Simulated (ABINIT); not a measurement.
# Beyond one shot: CsGeCl3 (R3m), part 3 of 4

Wanted: G0W0 and self-consistent gaps of CsGeCl3 (R3m), with the cost of the cycles.

ABINIT 10.8.3; LDA and many-body steps on it, plane waves. Known limits of the many-body steps: not at the basis limit; no spin-orbit coupling; coarse k mesh.

So far. Step 11 (QSGW, cycle 3): Against the cycle before, the gap moves by +0.050 eV.

## (14) QSGW, cycle 4

This step: QSGW on LDA, plane waves, norm-conserving pseudopotentials.

Input file run.abi:

```
acell 3*1.0 Angstrom
rprim 
  3.846816390705 2.220960478697 3.178300533600
  -3.846816390705 2.220960478697 3.178300533600
  -0.000000000000 -4.441920957394 3.178300533600
ntypat 3
znucl 55 32 17
natom 5
typat 1 2 3 3 3
xred 
  0.998403350000 0.998403350000 0.998403350000
  0.515533150000 0.515533150000 0.515533150000
  0.496712670000 0.496712670000 0.948638170000
  0.496712670000 0.948638170000 0.496712670000
  0.948638170000 0.496712670000 0.496712670000
pp_dirpath "pseudos"
pseudos "Cs.upf, Ge.upf, Cl.upf"
ecut 56
ngkpt 2 2 2
nshiftk 1
shiftk 0 0 0
kptopt 1
chksymbreak 0
istwfk *1
occopt 1
irdwfk 1
optdriver 4
nband 149
gwcalctyp 28
ecutsigx 56
symsigma 0
nkptgw 4
kptgw 
  0.0000000000 0.0000000000 0.0000000000
  0.5000000000 0.0000000000 0.0000000000
  0.5000000000 0.5000000000 0.0000000000
  0.5000000000 0.5000000000 0.5000000000
bdgw 
  14 35
  14 35
  14 35
  14 35
ecuteps 4
irdscr 1
ppmodel 1
irdqps 1
rhoqpmix 0.3
indata_prefix "in"
outdata_prefix "out"
tmpdata_prefix "tmp"
```

Run with:

```
$ OMP_NUM_THREADS=1 mpirun -n 4 abinit run.abi > log
```

What it wrote:

```text
.Version 10.8.3 of ABINIT. v10.8.2 released Aug 2026.

 Symmetries : space group R3 m (#160); Bravais hR (rhombohedral)
[... echo of the input left out ...]
== DATASET  1 ==================================================================
-   mpi_nproc: 4, omp_nthreads: 1 (-1 if OMP is not activated)

--- !DatasetInfo
iteration_state: {dtset: 1, }
dimensions: {natom: 5, nkpt: 4, mband: 149, nsppol: 1, nspinor: 1, nspden: 1, mpw: 22041, }
cutoff_energies: {ecut:  56.0, pawecutdg:  -1.0, }
[...]
.  kptgw no:  2; Maximum DeltaE = (  -0.030   0.000) for band index: 12
.  kptgw no:  3; Maximum DeltaE = (   0.002  -0.000) for band index: 12
.  kptgw no:  4; Maximum DeltaE = (   0.003  -0.000) for band index: 12

== END DATASET(S) ==============================================================
================================================================================

 -outvars: echo values of variables after computation  --------
           etotal      0.0000000000E+00
            nband         149
             nkpt           4
          spgroup         160
 [... the other variables as echoed above ...]

 Calculation completed.
```

The job ended after 2.3 min (4 MPI ranks of Intel Xeon Platinum 8488C (Sapphire Rapids), shared host; peak memory 3.9 GiB).

Numbers from this step:

```
quasiparticle gap on the mesh                         : 4.337 eV
gap of the density functional on the mesh             : 1.977 eV
k of the valence top                                  : 0.5, 0.5, 0.5
k of the conduction bottom                            : 0.5, 0.5, 0.5
least direct quasiparticle gap on the computed points : 4.337 eV
```

Against the cycle before, the gap moves by −0.033 eV.

## (15) Screening, 2×2×2 mesh, 149 bands, screening to 108.8 eV

This step: RPA screening on LDA, plane waves, norm-conserving pseudopotentials.

Changes to run.abi since step 14:

```diff
@@ -26,23 +26,13 @@
 irdwfk 1
-optdriver 4
+optdriver 3
 nband 149
+ecuteps 4
+inclvkb 2
+awtr 1
+symchi 1
 gwcalctyp 28
-ecutsigx 56
-symsigma 0
-nkptgw 4
-kptgw 
-  0.0000000000 0.0000000000 0.0000000000
-  0.5000000000 0.0000000000 0.0000000000
-  0.5000000000 0.5000000000 0.0000000000
-  0.5000000000 0.5000000000 0.5000000000
-bdgw 
-  14 35
-  14 35
-  14 35
-  14 35
-ecuteps 4
-irdscr 1
-ppmodel 1
-irdqps 1
-rhoqpmix 0.3
+mbpt_sciss 2.560 eV
+nqptdm 1
+qptdm 
+  0 0 0
 indata_prefix "in"
```

What it wrote:

```text
.Version 10.8.3 of ABINIT. v10.8.2 released Aug 2026.

 Symmetries : space group R3 m (#160); Bravais hR (rhombohedral)
[... echo of the input left out ...]
== DATASET  1 ==================================================================
-   mpi_nproc: 4, omp_nthreads: 1 (-1 if OMP is not activated)

--- !DatasetInfo
iteration_state: {dtset: 1, }
dimensions: {natom: 5, nkpt: 4, mband: 149, nsppol: 1, nspinor: 1, nspden: 1, mpw: 22041, }
cutoff_energies: {ecut:  56.0, pawecutdg:  -1.0, }
[...]
[... chi0 elements left out ...]
 For q-point:  0.000010 0.000020 0.000030
  dielectric constant =   4.1134
  dielectric constant without local fields =   4.7548

  Average fulfillment of the sum rule on Im[epsilon] for q-point    1 :     54.50  [%]
[... wings left out ...]
== END DATASET(S) ==============================================================
================================================================================

 -outvars: echo values of variables after computation  --------
           etotal      0.0000000000E+00
            nband         149
             nkpt           4
          spgroup         160
 [... the other variables as echoed above ...]

 Calculation completed.
```

Run time: 73 s. Hardware: 4 MPI ranks; peak memory 2.7 GiB.

This step gave:

```
ε∞ with local fields, on this mesh, along the program's q direction : 4.113
the same without local fields                                       : 4.755
plasma frequency                                                    : 20.98 eV
plane waves in the screening matrix                                 : 437
```

This screening uses the functional's bands under a rigid shift, the mean opening of the cycle before.

## (16) Screening, 2×2×2 mesh, 149 bands, screening to 108.8 eV

This step: RPA screening on LDA from quasiparticle energies and orbitals, plane waves, norm-conserving pseudopotentials.

Changes to run.abi since step 15:

```diff
@@ -32,7 +32,9 @@
 symchi 1
+irdqps 1
 gwcalctyp 28
-mbpt_sciss 2.560 eV
-nqptdm 1
+nqptdm 3
 qptdm 
-  0 0 0
+  0.5000000000 0.0000000000 0.0000000000
+  0.5000000000 0.5000000000 0.0000000000
+  0.5000000000 0.5000000000 0.5000000000
 indata_prefix "in"
```

Input file mrgscr.stdin:

```
2
merged
q0_SCR
out_SCR
1
```

Run with:

```
$ OMP_NUM_THREADS=1 mpirun -n 4 abinit run.abi > log; mrgscr < mrgscr.stdin
```

What it wrote:

```text
.Version 10.8.3 of ABINIT. v10.8.2 released Aug 2026.

 Symmetries : space group R3 m (#160); Bravais hR (rhombohedral)
[... echo of the input left out ...]
== DATASET  1 ==================================================================
-   mpi_nproc: 4, omp_nthreads: 1 (-1 if OMP is not activated)

--- !DatasetInfo
iteration_state: {dtset: 1, }
dimensions: {natom: 5, nkpt: 4, mband: 149, nsppol: 1, nspinor: 1, nspden: 1, mpw: 22041, }
cutoff_energies: {ecut:  56.0, pawecutdg:  -1.0, }
[...]
q-point number  1        q = ( 0.500000, 0.000000, 0.000000) [r.l.u.]
--------------------------------------------------------------------------------
[... chi0 elements left out ...]
  Average fulfillment of the sum rule on Im[epsilon] for q-point    2 :     58.75  [%]

--------------------------------------------------------------------------------
  q-point number  2        q = ( 0.500000, 0.500000, 0.000000) [r.l.u.]
--------------------------------------------------------------------------------
[... chi0 elements left out ...]
  Average fulfillment of the sum rule on Im[epsilon] for q-point    3 :     57.00  [%]

 [... 1 further q-points ...]
```

Run time: 22 s. Hardware: 4 MPI ranks; peak memory 2 GiB.

Numbers from this step:

```
plasma frequency                    : 20.98 eV
plane waves in the screening matrix : 437
```

This screening reads the quasiparticle levels of the cycle before.

## (17) QSGW, cycle 5

This step: QSGW on LDA, plane waves, norm-conserving pseudopotentials.

Changes to run.abi since step 16:

```diff
@@ -26,12 +26,10 @@
 irdwfk 1
-optdriver 3
+optdriver 4
 nband 149
-ecuteps 4
-inclvkb 2
-awtr 1
-symchi 1
-irdqps 1
 gwcalctyp 28
-nqptdm 3
-qptdm 
+ecutsigx 56
+symsigma 0
+nkptgw 4
+kptgw 
+  0.0000000000 0.0000000000 0.0000000000
   0.5000000000 0.0000000000 0.0000000000
@@ -39,2 +37,12 @@
   0.5000000000 0.5000000000 0.5000000000
+bdgw 
+  14 35
+  14 35
+  14 35
+  14 35
+ecuteps 4
+irdscr 1
+ppmodel 1
+irdqps 1
+rhoqpmix 0.3
 indata_prefix "in"
```

Run with:

```
$ OMP_NUM_THREADS=1 mpirun -n 4 abinit run.abi > log
```

What it wrote:

```text
.Version 10.8.3 of ABINIT. v10.8.2 released Aug 2026.

 Symmetries : space group R3 m (#160); Bravais hR (rhombohedral)
[... echo of the input left out ...]
== DATASET  1 ==================================================================
-   mpi_nproc: 4, omp_nthreads: 1 (-1 if OMP is not activated)

--- !DatasetInfo
iteration_state: {dtset: 1, }
dimensions: {natom: 5, nkpt: 4, mband: 149, nsppol: 1, nspinor: 1, nspden: 1, mpw: 22041, }
cutoff_energies: {ecut:  56.0, pawecutdg:  -1.0, }
[...]
.  kptgw no:  2; Maximum DeltaE = (  -0.022  -0.000) for band index: 12
.  kptgw no:  3; Maximum DeltaE = (  -0.006  -0.000) for band index: 12
.  kptgw no:  4; Maximum DeltaE = (  -0.005  -0.000) for band index: 12

== END DATASET(S) ==============================================================
================================================================================

 -outvars: echo values of variables after computation  --------
           etotal      0.0000000000E+00
            nband         149
             nkpt           4
          spgroup         160
 [... the other variables as echoed above ...]

 Calculation completed.
```

Run time: 2.5 min. Hardware: 4 MPI ranks; peak memory 3.9 GiB; 9.9 min of CPU time.

Numbers from this step:

```yaml
quasiparticle_gap_on_the_mesh: 4.302 eV
gap_of_the_density_functional_on_the_mesh: 1.977 eV
k_of_the_valence_top: 0.5, 0.5, 0.5
k_of_the_conduction_bottom: 0.5, 0.5, 0.5
least_direct_quasiparticle_gap_on_the_computed_points: 4.302 eV
```

Against the cycle before, the gap moves by −0.035 eV.

## (18) Screening, 2×2×2 mesh, 149 bands, screening to 108.8 eV

This step: RPA screening on LDA, plane waves, norm-conserving pseudopotentials.

Changes to run.abi since step 17:

```diff
@@ -26,23 +26,13 @@
 irdwfk 1
-optdriver 4
+optdriver 3
 nband 149
+ecuteps 4
+inclvkb 2
+awtr 1
+symchi 1
 gwcalctyp 28
-ecutsigx 56
-symsigma 0
-nkptgw 4
-kptgw 
-  0.0000000000 0.0000000000 0.0000000000
-  0.5000000000 0.0000000000 0.0000000000
-  0.5000000000 0.5000000000 0.0000000000
-  0.5000000000 0.5000000000 0.5000000000
-bdgw 
-  14 35
-  14 35
-  14 35
-  14 35
-ecuteps 4
-irdscr 1
-ppmodel 1
-irdqps 1
-rhoqpmix 0.3
+mbpt_sciss 2.523 eV
+nqptdm 1
+qptdm 
+  0 0 0
 indata_prefix "in"
```

What it wrote:

```text
.Version 10.8.3 of ABINIT. v10.8.2 released Aug 2026.

 Symmetries : space group R3 m (#160); Bravais hR (rhombohedral)
[... echo of the input left out ...]
== DATASET  1 ==================================================================
-   mpi_nproc: 4, omp_nthreads: 1 (-1 if OMP is not activated)

--- !DatasetInfo
iteration_state: {dtset: 1, }
dimensions: {natom: 5, nkpt: 4, mband: 149, nsppol: 1, nspinor: 1, nspden: 1, mpw: 22041, }
cutoff_energies: {ecut:  56.0, pawecutdg:  -1.0, }
[...]
[... chi0 elements left out ...]
 For q-point:  0.000010 0.000020 0.000030
  dielectric constant =   4.1287
  dielectric constant without local fields =   4.7747

  Average fulfillment of the sum rule on Im[epsilon] for q-point    1 :     54.41  [%]
[... wings left out ...]
== END DATASET(S) ==============================================================
================================================================================

 -outvars: echo values of variables after computation  --------
           etotal      0.0000000000E+00
            nband         149
             nkpt           4
          spgroup         160
 [... the other variables as echoed above ...]

 Calculation completed.
```

It took 76 s on 4 MPI ranks; peak memory 2.8 GiB; 5 min of CPU time.

Numbers from this step:

* ε∞ with local fields, on this mesh, along the program's q direction: 4.129
* the same without local fields: 4.775
* plasma frequency: 20.98 eV
* plane waves in the screening matrix: 437

This screening uses the functional's bands under a rigid shift, the mean opening of the cycle before.

## (19) Screening, 2×2×2 mesh, 149 bands, screening to 108.8 eV

This step: RPA screening on LDA from quasiparticle energies and orbitals, plane waves, norm-conserving pseudopotentials.

Changes to run.abi since step 18:

```diff
@@ -32,7 +32,9 @@
 symchi 1
+irdqps 1
 gwcalctyp 28
-mbpt_sciss 2.523 eV
-nqptdm 1
+nqptdm 3
 qptdm 
-  0 0 0
+  0.5000000000 0.0000000000 0.0000000000
+  0.5000000000 0.5000000000 0.0000000000
+  0.5000000000 0.5000000000 0.5000000000
 indata_prefix "in"
```

mrgscr.stdin is that of step 16.

Run with:

```
$ OMP_NUM_THREADS=1 mpirun -n 4 abinit run.abi > log; mrgscr < mrgscr.stdin
```

What it wrote:

```text
.Version 10.8.3 of ABINIT. v10.8.2 released Aug 2026.

 Symmetries : space group R3 m (#160); Bravais hR (rhombohedral)
[... echo of the input left out ...]
== DATASET  1 ==================================================================
-   mpi_nproc: 4, omp_nthreads: 1 (-1 if OMP is not activated)

--- !DatasetInfo
iteration_state: {dtset: 1, }
dimensions: {natom: 5, nkpt: 4, mband: 149, nsppol: 1, nspinor: 1, nspden: 1, mpw: 22041, }
cutoff_energies: {ecut:  56.0, pawecutdg:  -1.0, }
[...]
q-point number  1        q = ( 0.500000, 0.000000, 0.000000) [r.l.u.]
--------------------------------------------------------------------------------
[... chi0 elements left out ...]
  Average fulfillment of the sum rule on Im[epsilon] for q-point    2 :     58.72  [%]

--------------------------------------------------------------------------------
  q-point number  2        q = ( 0.500000, 0.500000, 0.000000) [r.l.u.]
--------------------------------------------------------------------------------
[... chi0 elements left out ...]
  Average fulfillment of the sum rule on Im[epsilon] for q-point    3 :     56.97  [%]

 [... 1 further q-points ...]
```

Wall time 26 s (4 MPI ranks); peak memory 2 GiB.

This step gave:

```yaml
plasma_frequency: 20.98 eV
plane_waves_in_the_screening_matrix: 437
```

This screening reads the quasiparticle levels of the cycle before.

## (20) QSGW, cycle 6

This step: QSGW on LDA, plane waves, norm-conserving pseudopotentials.

Changes to run.abi since step 19:

```diff
@@ -26,12 +26,10 @@
 irdwfk 1
-optdriver 3
+optdriver 4
 nband 149
-ecuteps 4
-inclvkb 2
-awtr 1
-symchi 1
-irdqps 1
 gwcalctyp 28
-nqptdm 3
-qptdm 
+ecutsigx 56
+symsigma 0
+nkptgw 4
+kptgw 
+  0.0000000000 0.0000000000 0.0000000000
   0.5000000000 0.0000000000 0.0000000000
@@ -39,2 +37,12 @@
   0.5000000000 0.5000000000 0.5000000000
+bdgw 
+  14 35
+  14 35
+  14 35
+  14 35
+ecuteps 4
+irdscr 1
+ppmodel 1
+irdqps 1
+rhoqpmix 0.3
 indata_prefix "in"
```

Run with:

```
$ OMP_NUM_THREADS=1 mpirun -n 4 abinit run.abi > log
```

What it wrote:

```text
.Version 10.8.3 of ABINIT. v10.8.2 released Aug 2026.

 Symmetries : space group R3 m (#160); Bravais hR (rhombohedral)
[... echo of the input left out ...]
== DATASET  1 ==================================================================
-   mpi_nproc: 4, omp_nthreads: 1 (-1 if OMP is not activated)

--- !DatasetInfo
iteration_state: {dtset: 1, }
dimensions: {natom: 5, nkpt: 4, mband: 149, nsppol: 1, nspinor: 1, nspden: 1, mpw: 22041, }
cutoff_energies: {ecut:  56.0, pawecutdg:  -1.0, }
[...]
.  kptgw no:  2; Maximum DeltaE = (  -0.010   0.000) for band index: 12
.  kptgw no:  3; Maximum DeltaE = (  -0.006  -0.000) for band index: 12
.  kptgw no:  4; Maximum DeltaE = (  -0.005   0.000) for band index: 12

== END DATASET(S) ==============================================================
================================================================================

 -outvars: echo values of variables after computation  --------
           etotal      0.0000000000E+00
            nband         149
             nkpt           4
          spgroup         160
 [... the other variables as echoed above ...]

 Calculation completed.
```

Elapsed: 2.3 min, on 4 MPI ranks; peak memory 3.9 GiB.

This step gave:

- quasiparticle gap on the mesh: 4.279 eV
- gap of the density functional on the mesh: 1.977 eV
- k of the valence top: 0.5, 0.5, 0.5
- k of the conduction bottom: 0.5, 0.5, 0.5
- least direct quasiparticle gap on the computed points: 4.279 eV

Against the cycle before, the gap moves by −0.023 eV.

## (21) Screening, 2×2×2 mesh, 149 bands, screening to 108.8 eV

This step: RPA screening on LDA, plane waves, norm-conserving pseudopotentials.

Changes to run.abi since step 20:

```diff
@@ -26,23 +26,13 @@
 irdwfk 1
-optdriver 4
+optdriver 3
 nband 149
+ecuteps 4
+inclvkb 2
+awtr 1
+symchi 1
 gwcalctyp 28
-ecutsigx 56
-symsigma 0
-nkptgw 4
-kptgw 
-  0.0000000000 0.0000000000 0.0000000000
-  0.5000000000 0.0000000000 0.0000000000
-  0.5000000000 0.5000000000 0.0000000000
-  0.5000000000 0.5000000000 0.5000000000
-bdgw 
-  14 35
-  14 35
-  14 35
-  14 35
-ecuteps 4
-irdscr 1
-ppmodel 1
-irdqps 1
-rhoqpmix 0.3
+mbpt_sciss 2.498 eV
+nqptdm 1
+qptdm 
+  0 0 0
 indata_prefix "in"
```

What it wrote:

```text
.Version 10.8.3 of ABINIT. v10.8.2 released Aug 2026.

 Symmetries : space group R3 m (#160); Bravais hR (rhombohedral)
[... echo of the input left out ...]
== DATASET  1 ==================================================================
-   mpi_nproc: 4, omp_nthreads: 1 (-1 if OMP is not activated)

--- !DatasetInfo
iteration_state: {dtset: 1, }
dimensions: {natom: 5, nkpt: 4, mband: 149, nsppol: 1, nspinor: 1, nspden: 1, mpw: 22041, }
cutoff_energies: {ecut:  56.0, pawecutdg:  -1.0, }
[...]
[... chi0 elements left out ...]
 For q-point:  0.000010 0.000020 0.000030
  dielectric constant =   4.1392
  dielectric constant without local fields =   4.7882

  Average fulfillment of the sum rule on Im[epsilon] for q-point    1 :     54.35  [%]
[... wings left out ...]
== END DATASET(S) ==============================================================
================================================================================

 -outvars: echo values of variables after computation  --------
           etotal      0.0000000000E+00
            nband         149
             nkpt           4
          spgroup         160
 [... the other variables as echoed above ...]

 Calculation completed.
```

The job ended after 67 s (4 MPI ranks; peak memory 2.8 GiB; 4.4 min of CPU time).

Numbers from this step:

```yaml
eps_infinity_with_local_fields_on_this_mesh_along_the_program_s_q_direction: 4.139
the_same_without_local_fields: 4.788
plasma_frequency: 20.98 eV
plane_waves_in_the_screening_matrix: 437
```

This screening uses the functional's bands under a rigid shift, the mean opening of the cycle before.

[end of part 3 of 4]

[Paths, hosts, dates, memory and timing lines, banners, echoed tables and standing remarks are left out of the program output.]

[Logs are printed without paths, hosts, clocks, repeated set-up lines and the standing remarks that a program may print on its own settings, such as how far it seeks lower states.]

[Runs of the session that timed out or met a known fault of the program may be left out.]

[Hosts, paths, dates, database ids (printed as entryN), source tags and the programs' standing remarks are cut or masked in the printed files.]

[G0W0 gaps are taken among the corrected bands and points alone; a level outside them can change the order at an edge.]

[Where Ansatz stands beside ABINIT at settings called matched, ABINIT's density can come from a denser mesh and the files from another edition; pairs whose starting gaps differed by over 0.03 eV were left out, so agreement reads better than it is.]
